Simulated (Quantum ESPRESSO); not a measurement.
# MgO (Periclase): from Born charge to LO-TO splitting

Aim: work out the LO frequency and the static dielectric constant of MgO (Periclase) from one linear-response run, then check them.

Method: DFT LDA, scalar-relativistic, plane waves, PseudoDojo norm-conserving pseudopotentials, in Quantum ESPRESSO 7.5.

The database entry behind the starting cell differs from later determinations by our own check (about 0.1 % long), so it need not match the best structure at ambient conditions.

## (1) The relaxed structure

The structure is cubic, space group Fm-3m (No. 225). Conventional cell: a = 4.160 Å, b = 4.160 Å, c = 4.160 Å, α = 90.00°, β = 90.00°, γ = 90.00°. Mg has 6 O at 2.08 Å nearest. Nearest to O lie 6 Mg at 2.08 Å. Farther neighbours and most contacts between anions are not listed.

Coordinates:

```
Mg O
1.0
    -2.08016    0.00000    2.08016
     0.00000    2.08016    2.08016
    -2.08016    2.08016    0.00000
Mg O
1 1
Direct
  0.00000 0.00000 0.00000
  0.50000 0.50000 0.50000
```

This is the cell after its relaxation at this level of theory, not the database cell from which that began.

## (2) What the response run gave

A linear-response run on the relaxed cell, with the response to an electric field; only its zone-centre results are used. Cutoff 92 Ry, k mesh 8×8×8.

The program printed:

```text
[banners, grids, parts of the stress and lines that vanish by symmetry left out]
Program PHONON v.7.5
     Reading xml data from directory:

[...]
Exchange-correlation= PW
                           (   1   4   0   0   0   0   0)
[...]
kinetic-energy cut-off    =      92.0000  Ry
     charge density cut-off    =     368.0000  Ry
     convergence threshold     =      1.0E-18
[...]
Exchange-correlation= PW
                           (   1   4   0   0   0   0   0)
[...]
q = (   0.0000000   0.0000000   0.0000000 )
     49 Sym.Ops. (with q -> -q+G )
     G cutoff =  576.1533  (  14361 G-vectors)     FFT grid: ( 36, 36, 36)
     number of k points=    29
[...]
Mode symmetry, O_h (m-3m)  point group:
[...]
Dielectric constant
[...]
End of electric fields calculation
          Dielectric constant in cartesian axis
          (       3.171216803       0.000000000       0.000000000 )
          (      -0.000000000       3.171216803      -0.000000000 )
          (       0.000000000      -0.000000000       3.171216803 )
          Effective charges (d Force / dE) in cartesian axis without acoustic sum rule applied (asr)
           atom    1  Mg    Mean Z*:        1.97193
      Ex  (        1.97193        0.00000       -0.00000 )
      Ey  (        0.00000        1.97193       -0.00000 )
      Ez  (        0.00000       -0.00000        1.97193 )
           atom    2  O     Mean Z*:       -1.97153
      Ex  (       -1.97153       -0.00000       -0.00000 )
      Ey  (       -0.00000       -1.97153        0.00000 )
      Ez  (        0.00000        0.00000       -1.97153 )
          Effective charges Sum: Mean:        0.00040
[...]
Effective charges (d Force / dE) in cartesian axis with asr applied:
           atom    1  Mg    Mean Z*:        1.97173
[...]
atom    2  O     Mean Z*:       -1.97173
[...]
Representation #   1 modes #   1   2   3
[...]
End of self-consistent calculation
     Convergence has been achieved
     Representation #   2 modes #   4   5   6
[...]
End of self-consistent calculation
     Convergence has been achieved
[...]
Dielectric constant in cartesian axis
          (       3.171216803       0.000000000       0.000000000 )
          (      -0.000000000       3.171216803      -0.000000000 )
          (       0.000000000      -0.000000000       3.171216803 )
          Effective charges (d Force / dE) in cartesian axis without acoustic sum rule applied (asr)
           atom    1  Mg    Mean Z*:        1.97193
      Ex  (        1.97193        0.00000       -0.00000 )
      Ey  (        0.00000        1.97193       -0.00000 )
      Ez  (        0.00000       -0.00000        1.97193 )
           atom    2  O     Mean Z*:       -1.97153
      Ex  (       -1.97153       -0.00000       -0.00000 )
      Ey  (       -0.00000       -1.97153        0.00000 )
      Ez  (        0.00000        0.00000       -1.97153 )
          Effective charges Sum: Mean:        0.00040
[...]
Effective charges (d Force / dE) in cartesian axis with asr applied:
           atom    1  Mg    Mean Z*:        1.97173
[...]
atom    2  O     Mean Z*:       -1.97173
[...]
q = (    0.000000000   0.000000000   0.000000000 )
[...]
freq (    1) =       0.093691 [THz] =       3.125199 [cm-1]
     freq (    2) =       0.093691 [THz] =       3.125199 [cm-1]
     freq (    3) =       0.093691 [THz] =       3.125199 [cm-1]
     freq (    4) =      12.263885 [THz] =     409.079157 [cm-1]
     freq (    5) =      12.263885 [THz] =     409.079157 [cm-1]
     freq (    6) =      12.263885 [THz] =     409.079157 [cm-1]
[...]
Mode symmetry, O_h (m-3m)  point group:
     freq (   1-   3) =          3.1  [cm-1]   --> T_1u G_15  G_4- I
     freq (   4-   6) =        409.1  [cm-1]   --> T_1u G_15  G_4- I

   JOB DONE.
```

| quantity | value |
| --- | --- |
| cell volume Ω (Å³) | 18.002 |
| mass of Mg (u) | 24.305 |
| mass of O (u) | 15.999 |
| Born charge of Mg, raw (e) | 1.972 |
| Born charge of O, raw (e) | -1.972 |
| ε∞ | 3.171 |
| ω(TO) after the sum rule (cm⁻¹) | 409.1 |

## (3) The calculation

The charges must sum to zero over the cell; taking off their mean, 0.000 e, leaves Z* = 1.972 e on Mg. In the polar mode Mg moves against O, so the reduced mass is μ = 24.30 × 16.00 / 40.30 = 9.648 u.

A longitudinal wave builds up a field that adds to the restoring force: ω(LO)² = ω(TO)² + 4π Z*² / (μ Ω ε∞), in Hartree atomic units. With μ = 17587 electron masses and Ω = 121.48 bohr³ the second term is 7.2103e-06 Ha², or 347313 cm⁻² (1 Ha = 219474.6 cm⁻¹).

So ω(LO) = √(167338 + 347313) = 717.4 cm⁻¹, and by the Lyddane-Sachs-Teller relation ε₀ = ε∞ (ω(LO)/ω(TO))² = 9.75.

## (4) Check against the program

The analysis program adds the same non-analytic term to the full matrix, here for q along (1 0 0).

The program printed:

```text
[banner, memory and clock lines left out]
Program DYNMAT v.7.5

     Reading Dynamical Matrix from file g.dyn
     ...Force constants read
     ...epsilon and Z* read

     Polarizability (A^3 units)
     multiply by 0.580134 for Clausius-Mossotti correction
         3.110367   -0.000000    0.000000
         0.000000    3.110367   -0.000000
         0.000000   -0.000000    3.110367

     IR activities are in (D/A)^2/amu units

# mode   [cm-1]    [THz]      IR
    1     -0.00   -0.0000    0.0000
    2     -0.00   -0.0000    0.0000
    3     -0.00   -0.0000    0.0000
    4    409.07   12.2637    9.2966
    5    409.07   12.2637    9.2966
    6    717.40   21.5071    9.2966
```

ε₀ comes from the program's run without a direction of q.

| quantity | by hand | program |
| --- | --- | --- |
| ω(LO) (cm⁻¹) | 717.4 | 717.4 |
| ε₀ | 9.75 | 9.75 |

## (5) Outcome

| Item | Value |
| --- | --- |
| TO mode | 409.1 cm⁻¹ |
| LO mode | 717.4 cm⁻¹ |
| static dielectric constant | 9.753 |

**Reading.** The LO mode of MgO (Periclase) lies at 717 cm⁻¹, 308 cm⁻¹ above the TO mode; the formula meets the program within 0.1 cm⁻¹, as it must for a cubic crystal with one polar mode. ω(LO)² − ω(TO)² goes with Z*²/ε∞: an error of 5 % in ε∞ would move the LO mode by 11.6 cm⁻¹, and semilocal functionals tend to overestimate ε∞. These are harmonic values at zero temperature, at the volume of this functional, for the structure held cubic; stability elsewhere in the zone is no part of this calculation.

[Host names and launcher messages were left out of these logs when they were recorded.]

[Logs are printed without paths, hosts, clocks, repeated set-up lines and the standing remarks that a program may print on its own settings, such as how far it seeks lower states.]

[Hosts, paths, dates, database ids (printed as entryN), source tags and the programs' standing remarks are cut or masked in the printed files.]
